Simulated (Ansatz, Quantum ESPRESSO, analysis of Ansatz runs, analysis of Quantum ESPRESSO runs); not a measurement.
# Reproducing a measured local vibrational mode: U centre (hydride ion on a halide site) in LiF (Quantum ESPRESSO)

Aim: the local vibrational mode of the U centre (hydride ion on a halide site) in LiF, to be set beside the measurement. Set-up: PBE, GBRV 1.5 PBE, 64-site cell, PBE lattice, k: the zone centre alone, start relaxed with Ansatz. The model is a cell of 64 host atoms with 1 F taken out and 1 H put in. The frequencies come from force constants among the defect atom and its neighbours, with the masses of the isotopes named. A local or semilocal functional is the cheapest first rung.

Measured beforehand: Threefold local mode of H-: 1024 cm⁻¹, by infrared absorption (4.2-77 K) (quoted in “Electronic Absorption and Internal and External Vibrational Data of Atomic and Molecular Ions Doped in Alkali Halide Crystals (NSRDS-NBS 52)”, 1974, S. C. Jain, A. V. R. Warrier, S. K. Agarwal, quoting earlier work (1969)). Threefold local mode of D-: 746 cm⁻¹, by infrared absorption (4.2-77 K) (quoted in “Electronic Absorption and Internal and External Vibrational Data of Atomic and Molecular Ions Doped in Alkali Halide Crystals (NSRDS-NBS 52)”, 1974, S. C. Jain, A. V. R. Warrier, S. K. Agarwal, quoting earlier work (1969)). The runs below try to reproduce this.

Main program and level: Quantum ESPRESSO 7.5; Quantum ESPRESSO plane-wave DFT, PBE, GBRV 1.5 PBE potentials; relaxation of all atoms of a defect supercell.

## 1. The structure

The cell holds 64 atoms: 32 Li, 31 F and 1 H. Cell: a = 8.131 Å, b = 8.131 Å, c = 8.131 Å, α = 90.0°, β = 90.0°, γ = 90.0°. It derives from LiF (space group Fm-3m). Nearest the centre at fractional (0.250, 0.500, 0.500): H31 at 0.00 Å, Li57 at 2.04 Å, Li19 at 2.04 Å, Li12 at 2.04 Å, Li25 at 2.04 Å, Li28 at 2.04 Å, Li27 at 2.04 Å, F8 at 2.87 Å.

The host's primitive cell comes from a first run (Quantum ESPRESSO plane-wave DFT, PBE, GBRV 1.5 PBE potentials; relaxation of cell and atoms of a defect-free cell): vectors of 2.875, 2.875 and 2.875 Å. That is 8.40 Å³ an atom, 2.8 % over the diffraction cell's volume. The supercell is built on it.

This program's steps are dear, so the start below was first relaxed with Ansatz (plane-wave PAW DFT, PBE; 2.6 s).

## 2. Relaxation, charge 0

Every later number rests on the structure around the defect, so the atoms are relaxed at the host's lattice first.

File pw.in:

```
&CONTROL
  calculation = 'relax'
  prefix = 'pwscf'
  outdir = './tmp'
  pseudo_dir = './pseudo'
  tprnfor = .true.
  disk_io = 'low'
  nstep = 70
  forc_conv_thr = 0.00039
  etot_conv_thr = 0.0001
/
&SYSTEM
  ibrav = 0
  nat = 64
  ntyp = 3
  ecutwfc = 45
  ecutrho = 360
  nbnd = 161
  occupations = 'smearing'
  smearing = 'fd'
  degauss = 0.00073499
/
&ELECTRONS
  conv_thr = 6d-08
  electron_maxstep = 100
  mixing_beta = 0.5
/
&IONS
  ion_dynamics = 'bfgs'
/
ATOMIC_SPECIES
Li     6.9400 li_pbe_v1.4.uspp.F.UPF
F     18.9984 f_pbe_v1.4.uspp.F.UPF
H      1.0080 h_pbe_v1.4.uspp.F.UPF
CELL_PARAMETERS angstrom
   8.1305109237    0.0000000000    0.0000000000
   0.0000000000    8.1305109237    0.0000000000
   0.0000000000    0.0000000000    8.1305109237
ATOMIC_POSITIONS crystal
Li     0.0000006981    0.0000000000    0.0000000000
Li     0.0000370049    0.2500370049    0.2500370049
Li     0.2500000000    0.0000000000    0.2500425556
Li     0.2500000000    0.2500425556    0.0000000000
F      0.0000141556    0.0000000000    0.2500141556
F      0.0000141556    0.2500141556    0.0000000000
F      0.2500000000    0.0000000000    0.0000000000
F      0.2500000000    0.2500557010    0.2500557010
Li     0.0000425556    0.0000000000    0.5000000000
Li     0.0000370049    0.2500370049    0.7499629951
Li     0.2500000000    0.0000000000    0.7499574444
Li     0.2500000000    0.2496262811    0.5000000000
F      0.0000141556    0.0000000000    0.7499858444
F      0.0000557010    0.2500557010    0.5000000000
F      0.2500000000    0.0000000000    0.5000000000
F      0.2500000000    0.2500557010    0.7499442990
Li     0.0000425556    0.5000000000    0.0000000000
Li     0.0000370049    0.7499629951    0.2500370049
Li     0.2500000000    0.5000000000    0.2496262811
Li     0.2500000000    0.7499574444    0.0000000000
F      0.0000557010    0.5000000000    0.2500557010
F      0.0000141556    0.7499858444    0.0000000000
F      0.2500000000    0.5000000000    0.0000000000
F      0.2500000000    0.7499442990    0.2500557010
Li    -0.0003737189    0.5000000000    0.5000000000
Li     0.0000370049    0.7499629951    0.7499629951
Li     0.2500000000    0.5000000000    0.7503737189
Li     0.2500000000    0.7503737189    0.5000000000
F      0.0000557010    0.5000000000    0.7499442990
F      0.0000557010    0.7499442990    0.5000000000
H      0.2500000000    0.5000000000    0.5000000000
F      0.2500000000    0.7499442990    0.7499442990
Li     0.4999993019    0.0000000000    0.0000000000
Li     0.4999629951    0.2500370049    0.2500370049
Li     0.7500000000    0.0000000000    0.2500006981
Li     0.7500000000    0.2500006981    0.0000000000
F      0.4999858444    0.0000000000    0.2500141556
F      0.4999858444    0.2500141556    0.0000000000
F      0.7500000000    0.0000000000    0.0000000000
F      0.7500000000    0.2500141556    0.2500141556
Li     0.4999574444    0.0000000000    0.5000000000
Li     0.4999629951    0.2500370049    0.7499629951
Li     0.7500000000    0.0000000000    0.7499993019
Li     0.7500000000    0.2500425556    0.5000000000
F      0.4999858444    0.0000000000    0.7499858444
F      0.4999442990    0.2500557010    0.5000000000
F      0.7500000000    0.0000000000    0.5000000000
F      0.7500000000    0.2500141556    0.7499858444
Li     0.4999574444    0.5000000000    0.0000000000
Li     0.4999629951    0.7499629951    0.2500370049
Li     0.7500000000    0.5000000000    0.2500425556
Li     0.7500000000    0.7499993019    0.0000000000
F      0.4999442990    0.5000000000    0.2500557010
F      0.4999858444    0.7499858444    0.0000000000
F      0.7500000000    0.5000000000    0.0000000000
F      0.7500000000    0.7499858444    0.2500141556
Li     0.5003737189    0.5000000000    0.5000000000
Li     0.4999629951    0.7499629951    0.7499629951
Li     0.7500000000    0.5000000000    0.7499574444
Li     0.7500000000    0.7499574444    0.5000000000
F      0.4999442990    0.5000000000    0.7499442990
F      0.4999442990    0.7499442990    0.5000000000
F      0.7500000000    0.5000000000    0.5000000000
F      0.7500000000    0.7499858444    0.7499858444
K_POINTS gamma
```

Launch:

```sh
OMP_NUM_THREADS=1 mpirun -n 8 pw.x -in pw.in > pw.out
```

What it wrote:

```text
This program is part of the open-source Quantum ESPRESSO suite
     for quantum simulation of materials; please cite
         "P. Giannozzi et al., J. Phys.:Condens. Matter 21 395502 (2009);
         "P. Giannozzi et al., J. Phys.:Condens. Matter 29 465901 (2017);
         "P. Giannozzi et al., J. Chem. Phys. 152 154105 (2020);
          URL
     in publications or presentations arising from this work. More details at

     gamma-point specific algorithms are used
     Message from routine setup:
     using ibrav=0 with symmetry is DISCOURAGED, use correct ibrav instead

     Subspace diagonalization in iterative solution of the eigenvalue problem:
     one sub-group per band group will be used
     scalapack distributed-memory algorithm (size of sub-group:  2*  2 procs)

     --------------------
     sticks:   dense  smooth     PW     G-vecs:    dense   smooth      PW
     Min         846     422    105                52290    18510    2326
     Max         847     424    110                52298    18512    2329
     Sum        6769    3389    853               418349   148093   18613

     Using Slab Decomposition

     bravais-lattice index     =            0
     lattice parameter (alat)  =      15.3644  a.u.
     unit-cell volume          =    3627.0214 (a.u.)^3
     number of atoms/cell      =           64
     number of atomic types    =            3
     number of electrons       =       314.00
     number of Kohn-Sham states=          161
     kinetic-energy cutoff     =      45.0000  Ry
     charge density cutoff     =     360.0000  Ry
     scf convergence threshold =      6.0E-08
     mixing beta               =       0.5000
     number of iterations used =            8  plain     mixing
     energy convergence thresh.=      1.0E-04
     force convergence thresh. =      3.9E-04
     Exchange-correlation=  SLA  PW   PBX  PBC
                           (   1   4   3   4   0   0   0)
     nstep                     =           70

     celldm(1)=  15.364439  celldm(2)=   0.000000  celldm(3)=   0.000000
     celldm(4)=   0.000000  celldm(5)=   0.000000  celldm(6)=   0.000000

     crystal axes: (cart. coord. in units of alat)
               a(1) = (   1.000000   0.000000   0.000000 )
               a(2) = (   0.000000   1.000000   0.000000 )
               a(3) = (   0.000000   0.000000   1.000000 )

     reciprocal axes: (cart. coord. in units 2 pi/alat)
               b(1) = (  1.000000  0.000000  0.000000 )
               b(2) = (  0.000000  1.000000  0.000000 )
               b(3) = (  0.000000  0.000000  1.000000 )

     PseudoPot. # 1 for Li read from file:
     li_pbe_v1.4.uspp.F.UPF
     Pseudo is Ultrasoft, Zval =  3.0
     Generated by new atomic code, or converted to UPF format
     Using radial grid of  751 points,  5 beta functions with:
                l(1) =   0
                l(2) =   0
                l(3) =   0
                l(4) =   1
                l(5) =   1
     Q(r) pseudized with 10 coefficients,  rinner =    1.150   1.150   1.150

     PseudoPot. # 2 for F  read from file:
     f_pbe_v1.4.uspp.F.UPF
     Pseudo is Ultrasoft, Zval =  7.0
     Generated by new atomic code, or converted to UPF format
     Using radial grid of  799 points,  4 beta functions with:
                l(1) =   0
                l(2) =   0
                l(3) =   1
                l(4) =   1
     Q(r) pseudized with  8 coefficients,  rinner =    0.950   0.950   0.950

     PseudoPot. # 3 for H  read from file:
     h_pbe_v1.4.uspp.F.UPF
     Pseudo is Ultrasoft, Zval =  1.0
     Generated by new atomic code, or converted to UPF format
     Using radial grid of  615 points,  2 beta functions with:
                l(1) =   0
                l(2) =   0
     Q(r) pseudized with  8 coefficients,  rinner =    0.700

     atomic species   valence    mass     pseudopotential
     Li                3.00     6.94000     Li( 1.00)
     F                 7.00    18.99840     F ( 1.00)
     H                 1.00     1.00800     H ( 1.00)

     48 Sym. Ops., with inversion, found (40 have fractional translation)

   Cartesian axes

     site n.     atom                  positions (alat units)
         1        Li     tau(   1) = (   0.0000007   0.0000000   0.0000000  )
         2        Li     tau(   2) = (   0.0000370   0.2500370   0.2500370  )
         3        Li     tau(   3) = (   0.2500000   0.0000000   0.2500426  )
         4        Li     tau(   4) = (   0.2500000   0.2500426   0.0000000  )
         5        F      tau(   5) = (   0.0000142   0.0000000   0.2500142  )
         6        F      tau(   6) = (   0.0000142   0.2500142   0.0000000  )
         7        F      tau(   7) = (   0.2500000   0.0000000   0.0000000  )
         8        F      tau(   8) = (   0.2500000   0.2500557   0.2500557  )
         9        Li     tau(   9) = (   0.0000426   0.0000000   0.5000000  )
        10        Li     tau(  10) = (   0.0000370   0.2500370   0.7499630  )
        11        Li     tau(  11) = (   0.2500000   0.0000000   0.7499574  )
        12        Li     tau(  12) = (   0.2500000   0.2496263   0.5000000  )
        13        F      tau(  13) = (   0.0000142   0.0000000   0.7499858  )
        14        F      tau(  14) = (   0.0000557   0.2500557   0.5000000  )
        15        F      tau(  15) = (   0.2500000   0.0000000   0.5000000  )
        16        F      tau(  16) = (   0.2500000   0.2500557   0.7499443  )
        17        Li     tau(  17) = (   0.0000426   0.5000000   0.0000000  )
        18        Li     tau(  18) = (   0.0000370   0.7499630   0.2500370  )
        19        Li     tau(  19) = (   0.2500000   0.5000000   0.2496263  )
        20        Li     tau(  20) = (   0.2500000   0.7499574   0.0000000  )
        21        F      tau(  21) = (   0.0000557   0.5000000   0.2500557  )
        22        F      tau(  22) = (   0.0000142   0.7499858   0.0000000  )
        23        F      tau(  23) = (   0.2500000   0.5000000   0.0000000  )
        24        F      tau(  24) = (   0.2500000   0.7499443   0.2500557  )
        25        Li     tau(  25) = (  -0.0003737   0.5000000   0.5000000  )
        26        Li     tau(  26) = (   0.0000370   0.7499630   0.7499630  )
        27        Li     tau(  27) = (   0.2500000   0.5000000   0.7503737  )
        28        Li     tau(  28) = (   0.2500000   0.7503737   0.5000000  )
        29        F      tau(  29) = (   0.0000557   0.5000000   0.7499443  )
        30        F      tau(  30) = (   0.0000557   0.7499443   0.5000000  )
        31        H      tau(  31) = (   0.2500000   0.5000000   0.5000000  )
[...]
internal energy E=F+TS    =   -1979.99669057 Ry

     The total energy is F=E-TS. E is the sum of the following terms:
     one-electron contribution =    -891.66618673 Ry
     hartree contribution      =     566.19625040 Ry
     xc contribution           =    -404.81724126 Ry
     ewald contribution        =   -1249.70951298 Ry

     convergence has been achieved in   2 iterations

     Forces acting on atoms (cartesian axes, Ry/au):

[...]
Total force =     0.001741     Total SCF correction =     0.000363
     SCF correction compared to forces is large: reduce conv_thr to get better values
     Energy error            =      3.7E-06 Ry
     Gradient error          =      5.6E-04 Ry/Bohr

     number of scf cycles    =   2
     number of bfgs steps    =   1

     energy             old  =   -1979.9966868418 Ry
     energy             new  =   -1979.9966905696 Ry

     CASE: energy            _new < energy            _old

     WARNING: bfgs curvature condition failed, Theta= 0.916
     new trust radius        =       0.0007075454 bohr
     new conv_thr            =       0.0000000006 Ry

ATOMIC_POSITIONS (crystal)
[...]
NEW-OLD atomic charge density approx. for the potential

     Self-consistent Calculation

     iteration #  1     ecut=    45.00 Ry     beta= 0.50
     Davidson diagonalization with overlap
     ethr =  1.00E-06,  avg # of iterations =  2.0

     Threshold (ethr) on eigenvalues was too large:
     Diagonalizing with lowered threshold

     Davidson diagonalization with overlap
     ethr =  3.11E-11,  avg # of iterations =  6.0

     total energy              =   -1979.99669414 Ry
     estimated scf accuracy    <       0.00000011 Ry

     iteration #  2     ecut=    45.00 Ry     beta= 0.50
     Davidson diagonalization with overlap
     ethr =  3.37E-11,  avg # of iterations =  2.0

     total energy              =   -1979.99669416 Ry
     estimated scf accuracy    <          9.6E-09 Ry

     iteration #  3     ecut=    45.00 Ry     beta= 0.50
     Davidson diagonalization with overlap
     ethr =  3.06E-12,  avg # of iterations =  3.0

     End of self-consistent calculation

          k = 0.0000 0.0000 0.0000 (  9307 PWs)   bands (ev):

[...]
10.8488

     the Fermi energy is     4.5171 ev

!    total energy              =   -1979.99669416 Ry
     estimated scf accuracy    <          5.4E-10 Ry
     smearing contrib. (-TS)   =       0.00000000 Ry
     internal energy E=F+TS    =   -1979.99669416 Ry

     The total energy is F=E-TS. E is the sum of the following terms:
     one-electron contribution =    -891.67137621 Ry
     hartree contribution      =     566.19948201 Ry
     xc contribution           =    -404.81784071 Ry
     ewald contribution        =   -1249.70695925 Ry

     convergence has been achieved in   3 iterations

     Forces acting on atoms (cartesian axes, Ry/au):

[...]
Total force =     0.001533     Total SCF correction =     0.000064
     Energy error            =      3.6E-06 Ry
     Gradient error          =      4.7E-04 Ry/Bohr

     number of scf cycles    =   3
     number of bfgs steps    =   2

     energy             old  =   -1979.9966905696 Ry
     energy             new  =   -1979.9966941641 Ry

     CASE: energy            _new < energy            _old

     new trust radius        =       0.0010613180 bohr
     new conv_thr            =       0.0000000006 Ry

ATOMIC_POSITIONS (crystal)
[...]
NEW-OLD atomic charge density approx. for the potential

     Self-consistent Calculation

     iteration #  1     ecut=    45.00 Ry     beta= 0.50
     Davidson diagonalization with overlap
     ethr =  1.00E-06,  avg # of iterations =  2.0

     Threshold (ethr) on eigenvalues was too large:
     Diagonalizing with lowered threshold

     Davidson diagonalization with overlap
     ethr =  7.95E-11,  avg # of iterations =  6.0

     total energy              =   -1979.99669877 Ry
     estimated scf accuracy    <       0.00000020 Ry

     iteration #  2     ecut=    45.00 Ry     beta= 0.50
     Davidson diagonalization with overlap
     ethr =  6.46E-11,  avg # of iterations =  2.0

     total energy              =   -1979.99669879 Ry
     estimated scf accuracy    <       0.00000001 Ry

     iteration #  3     ecut=    45.00 Ry     beta= 0.50
     Davidson diagonalization with overlap
     ethr =  3.67E-12,  avg # of iterations =  4.0

     total energy              =   -1979.99669880 Ry
     estimated scf accuracy    <          8.0E-10 Ry

     iteration #  4     ecut=    45.00 Ry     beta= 0.50
     Davidson diagonalization with overlap
     ethr =  2.55E-13,  avg # of iterations =  4.0

     End of self-consistent calculation

          k = 0.0000 0.0000 0.0000 (  9307 PWs)   bands (ev):

[...]
-0.8465  -0.8190  -0.8190  -0.8190  -0.7359  -0.7359  -0.7359  -0.7348
    -0.7348  -0.7348  -0.7326  -0.7326  -0.7326  -0.5616  -0.5616  -0.5616
    -0.4186  -0.4186  -0.4186  -0.3351  -0.3351  -0.3351  -0.2322  -0.2306
    -0.2306  -0.1315  -0.1315  -0.1315   0.0472   0.0472   0.0472   0.0504
     0.0504   0.0504   0.0516   0.0516   0.0516   0.1625   0.1625   0.1625
     0.3009   0.3009   0.3009   0.3037   0.3045   0.3045   0.3045   0.3051
     0.3051   0.3126   0.3126   0.3126   0.3205   0.3205   0.3205   0.3205
     0.3205   0.5165   0.5165   0.5165   2.6099   9.5143  10.8509  10.8509
    10.8509

     the Fermi energy is     4.5189 ev

!    total energy              =   -1979.99669880 Ry
     estimated scf accuracy    <          1.5E-10 Ry
     smearing contrib. (-TS)   =       0.00000000 Ry
     internal energy E=F+TS    =   -1979.99669880 Ry

     The total energy is F=E-TS. E is the sum of the following terms:
     one-electron contribution =    -891.67604135 Ry
     hartree contribution      =     566.20073577 Ry
     xc contribution           =    -404.81799479 Ry
     ewald contribution        =   -1249.70339842 Ry

     convergence has been achieved in   4 iterations

     Forces acting on atoms (cartesian axes, Ry/au):

[...]
atom   57 type  1   force =     0.00033973    0.00000000   -0.00000000
     atom   58 type  1   force =    -0.00016618   -0.00016618   -0.00016618
     atom   59 type  1   force =     0.00000000    0.00000000    0.00001904
     atom   60 type  1   force =     0.00000000    0.00001904    0.00000000
     atom   61 type  2   force =    -0.00002911    0.00000000   -0.00002911
     atom   62 type  2   force =    -0.00002911   -0.00002911   -0.00000000
     atom   63 type  2   force =     0.00000000    0.00000000    0.00000000
     atom   64 type  2   force =     0.00000000   -0.00006770   -0.00006770

     Total force =     0.001221     Total SCF correction =     0.000027
     Energy error            =      4.6E-06 Ry
     Gradient error          =      3.4E-04 Ry/Bohr

     bfgs converged in   4 scf cycles and   3 bfgs steps
     (criteria: energy <  1.0E-04 Ry, force <  3.9E-04 Ry/Bohr)

     End of BFGS Geometry Optimization

     Final energy             =   -1979.9966987965 Ry

     File ./tmp/pwscf.bfgs deleted, as requested
Begin final coordinates

ATOMIC_POSITIONS (crystal)
[...]
Li               0.5005307104        0.5000000000        0.5000000000
Li               0.4999087934        0.7499087934        0.7499087934
Li               0.7500000000        0.5000000000        0.7499516865
Li               0.7500000000        0.7499516865        0.5000000000
F                0.4999197063        0.5000000000        0.7499197063
F                0.4999197063        0.7499197063        0.5000000000
F                0.7500000000        0.5000000000        0.5000000000
F                0.7500000000        0.7499665046        0.7499665046
End final coordinates

=------------------------------------------------------------------------------=
   JOB DONE.
=------------------------------------------------------------------------------=
```

Wall time 21 s (8 MPI ranks of Arm Neoverse V1, shared host); peak memory 0.85 GiB; 2.8 min of CPU time.

No atom moved by 0.005 Å in the relaxation.

Neighbours of H31 at the end:

| atom | distance (Å) |
| --- | --- |
| Li12 | 2.037 |
| Li19 | 2.037 |
| Li25 | 2.037 |
| Li28 | 2.037 |
| Li27 | 2.037 |
| Li57 | 2.037 |
| F21 | 2.874 |
| F30 | 2.874 |
| F29 | 2.874 |
| F14 | 2.874 |
| F8 | 2.874 |
| F24 | 2.874 |
| F32 | 2.874 |
| F46 | 2.874 |
| F16 | 2.874 |
| F61 | 2.874 |

(Continued in part 2 of 2.)

[Logs are printed without paths, hosts, clocks, repeated set-up lines and the standing remarks that a program may print on its own settings, such as how far it seeks lower states.]

[Hosts, paths, dates, database ids (printed as entryN), source tags and the programs' standing remarks are cut or masked in the printed files.]

[For some hosts the program warned that the k-mesh of the response run may be too coarse for force constants and the static dielectric constant; such warnings are not shown here.]
